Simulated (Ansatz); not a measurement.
# C on Ir(111): change of the work function, part 2 of 2

Aim: the work function of Ir(111) at several coverages of C (fcc site), and the dipole that each adsorbate carries.

Ansatz 0.2.0; plane-wave DFT, PBE, Ansatz PAW.

So far, work function, upper face (eV): step 2 (the clean slab) 5.49; step 3 (37 atoms, coverage 0.111 ML, cell 3x3) 5.56; step 4 (17 atoms, coverage 0.25 ML, cell 2x2) 5.68.

## Step 5: Adsorbate added, k-mesh 6×6×1, coverage 0.5 ML (continued)

Relaxation path:

```csv
step,energy less that of the first step (eV),largest force component (eV/Å)
1,0.0000,3.3059
2,-1.7485,2.1392
3,-2.1972,1.1675
4,-2.3311,0.2210
5,-2.3550,0.0444
6,-2.3565,0.0171
```

Forces are held to the 4 operations that the program found; a distortion that breaks them can't arise in this run.

The atoms that moved most (Å):

```csv
atom,dx,dy,dz,length
Ir4,0.000,-0.326,0.283,0.432
Ir12,0.000,-0.326,0.283,0.432
C18,0.000,-0.075,-0.289,0.299
C17,0.000,-0.075,-0.289,0.299
Ir16,0.000,-0.230,0.058,0.237
Ir8,0.000,-0.230,0.058,0.237
Ir3,0.000,0.005,-0.035,0.035
Ir11,0.000,0.005,-0.035,0.035
```

Final coordinates:

```xyz
18
Lattice="5.4306 0.0000 0.0000 2.7153 4.7030 0.0000 0.0000 0.0000 26.2284" Properties=species:S:1:pos:R:3
Ir    0.0000    0.0000    9.0000
Ir    1.3576    0.7838   11.2170
Ir    2.7153    1.5729   13.3964
Ir    0.0000   -0.3258   15.9188
Ir    1.3576    2.3515    9.0000
Ir    2.7153    3.1353   11.2170
Ir    4.0729    3.9308   13.4523
Ir    1.3576    2.1219   15.6936
Ir    2.7153    0.0000    9.0000
Ir    4.0729    0.7838   11.2170
Ir    5.4306    1.5729   13.3964
Ir    2.7153   -0.3258   15.9188
Ir    4.0729    2.3515    9.0000
Ir    5.4306    3.1353   11.2170
Ir    6.7882    3.9308   13.4523
Ir    4.0729    2.1219   15.6936
C     1.3576    0.7087   16.9392
C     4.0729    0.7087   16.9392
```

The density of states has structure finer than the step of the table below, so its rows give means over 0.5 eV. Peaks (eV: height): -5.44: 36.7, -5.05: 35.1, -4.54: 33.5, -3.22: 47.8, -2.98: 40.2, -2.74: 32.4, -1.26: 39.4.

Density of states against energy, zero at the Fermi level; means over each step:

energy (eV), density of states (states/eV a cell) and a bar from the least value:
```
     -7.5        8.6 
     -7.0       14.3 #########
     -6.5       18.8 ################
     -6.0       17.5 ##############
     -5.5       15.0 ##########
     -5.0       20.4 ##################
     -4.5       20.1 ##################
     -4.0       21.1 ###################
     -3.5       23.9 #######################
     -3.0       28.2 ##############################
     -2.5       16.6 ############
     -2.0       18.1 ##############
     -1.5       21.3 ###################
     -1.0       19.6 #################
     -0.5       15.5 ###########
      0.0       19.4 ################
      0.5       20.4 ##################
      1.0       16.6 ############
      1.5       10.0 ##
```

The relaxation took 6 steps and lowered the energy by 2.4 eV; the largest force on the free atoms ends at 0.017 eV/Å.

The covered face has 5.87 eV, +0.38 eV against the clean one; the bare back face has moved by -0.02 eV, a measure of how thin the slab is.

## Step 6: The covered slab, k-mesh 12×12×1, coverage 1 ML

System of this step: Ir4C (C/Ir(111)). The cell holds 5 atoms: 4 Ir and 1 C. Cell: a = 2.715 Å, b = 2.715 Å, c = 26.228 Å, α = 90.0°, β = 90.0°, γ = 60.0°. Vacuum lies along c.

Contents of input.yaml:

```yaml
crystal:
  lattice:
    - [2.7152900398, 0.0, 0.0]
    - [1.3576450199, 2.3515101531, 0.0]
    - [0.0, 0.0, 26.2284156464]
  atoms:
    - { symbol: Ir, position: [0.0, 0.0, 0.3431392929] }
    - { symbol: Ir, position: [0.3333333333, 0.3333333333, 0.4276668932] }
    - { symbol: Ir, position: [0.6666666667, 0.6666666667, 0.5120960926] }
    - { symbol: Ir, position: [0.0, 0.0, 0.5961199903] }
    - { symbol: C, position: [0.3333333333, 0.3333333333, 0.6568607071] }
kpoints:
  mp_grid: { grid: [12, 12, 1] }
hamiltonian:
  xc: pbe
scf:
  occupations: { method: fermi_dirac, width: 0.1 }
  convergence: { dr2_threshold: 1.0e-08 }
efield:
  axis: 3
  dipole_correction: true
  ramp_position: 0.97
  ramp_width: 0.06
relax:
  f_tol: 0.02
  max_steps: 60
  constraints: [{ sites: [0, 1] }]
output:
  write_potential: true
  write_density: true
  volumetric_format: npy
```

The run is started by

```bash
> ansatz run input.yaml --threads 4 --pin off --max-ram 16384MiB --backend cpu --events-out ev --progress --plain --runs-dir out
```

The job ended after 22 s (4 threads of Arm Neoverse V1, shared host; peak memory 0.5 GiB).

Step by step:

```csv
step,energy less that of the first step (eV),largest force component (eV/Å)
1,0.0000,3.6846
2,-0.4537,1.4828
3,-0.5791,0.6135
4,-0.5962,0.1285
5,-0.5968,0.0096
```

Forces are held to the 6 operations that the program found; a distortion that breaks them can't arise in this run.

The atoms that moved most (Å):

```csv
atom,dx,dy,dz,length
Ir4,0.000,0.000,0.225,0.225
C5,0.000,0.000,-0.125,0.125
Ir3,0.000,0.000,-0.025,0.025
```

The relaxed structure:

```
Ir C
1.0
     2.71529    0.00000    0.00000
     1.35765    2.35151    0.00000
     0.00000    0.00000   26.22842
Ir C
4 1
Direct
  0.00000 0.00000 0.34314
  0.33333 0.33333 0.42767
  0.66667 0.66667 0.51114
  0.00000 0.00000 0.60471
  0.33333 0.33333 0.65209
```

The relaxation took 5 steps and lowered the energy by 0.60 eV; the largest force on the free atoms ends at 0.0096 eV/Å.

The covered face has 6.27 eV, +0.78 eV against the clean one; the bare back face has moved by -0.06 eV, a measure of how thin the slab is.

## Step 7: Work function against coverage

This step: plane-wave DFT, PBE, Ansatz PAW; work function against coverage (Ansatz 0.2.0).

The runs are now put side by side.

This step gave:

```
work function of the clean face     : 5.486 eV
largest change of the work function : 0.7840 eV
```

Work function of the covered face against coverage:

```csv
coverage (adsorbates/nm²),work function of the covered face (eV)
0.00,5.49
1.74,5.56
3.92,5.68
7.83,5.87
15.66,6.27
```

The dipole per adsorbate comes from the change of the cell's dipole. Coverage, by row:

```csv
coverage (1/nm²),coverage (ML),work function (eV),change (eV),"dipole per adsorbate, positive end outwards (debye)",mean height of the added atoms over the highest substrate atom (Å)
1.74,0.1111,5.558,0.07205,-0.102,1.041
3.915,0.25,5.683,0.1963,-0.133,1.073
7.831,0.5,5.867,0.3803,-0.134,1.02
15.66,1,6.27,0.784,-0.143,1.243
```

## Step 8: Summary of results

```json
{
 "work function of the clean face": "5.49 eV",
 "work function at 0.11 ML": "5.56 eV",
 "work function at 0.25 ML": "5.68 eV",
 "work function at 0.5 ML": "5.87 eV",
 "work function at 1 ML": "6.27 eV",
 "dipole per adsorbate at 0.11 ML, positive end outwards": "-0.10 D"
}
```

In words: At the lowest coverage C changes the work function of Ir(111) by under 0.15 eV, within the error of so thin a slab; the largest change, +0.78 eV, comes at higher coverage. The slab has 4 layers, at the tabulated experimental lattice constant, one starting site was run, and quantum-size effects of a slab this thin can reach one or two tenths of an eV.

[Long decimals in the printed logs are rounded to 6 places.]

[Logs are printed without paths, hosts, clocks, repeated set-up lines and the standing remarks that a program may print on its own settings, such as how far it seeks lower states.]

[Hosts, paths, dates, database ids (printed as entryN), source tags and the programs' standing remarks are cut or masked in the printed files.]

[Maps of the electrostatic potential energy from Ansatz leave out the sawtooth potential of an applied field or a dipole correction, so their vacuum need not be flat; planar profiles and work functions include it.]

[The density of states shown here was stored with 400 of the rows of the run's finer table, so its peaks can read low, often by over a quarter, or be missed, and its means over a window can be off by a tenth or more.]
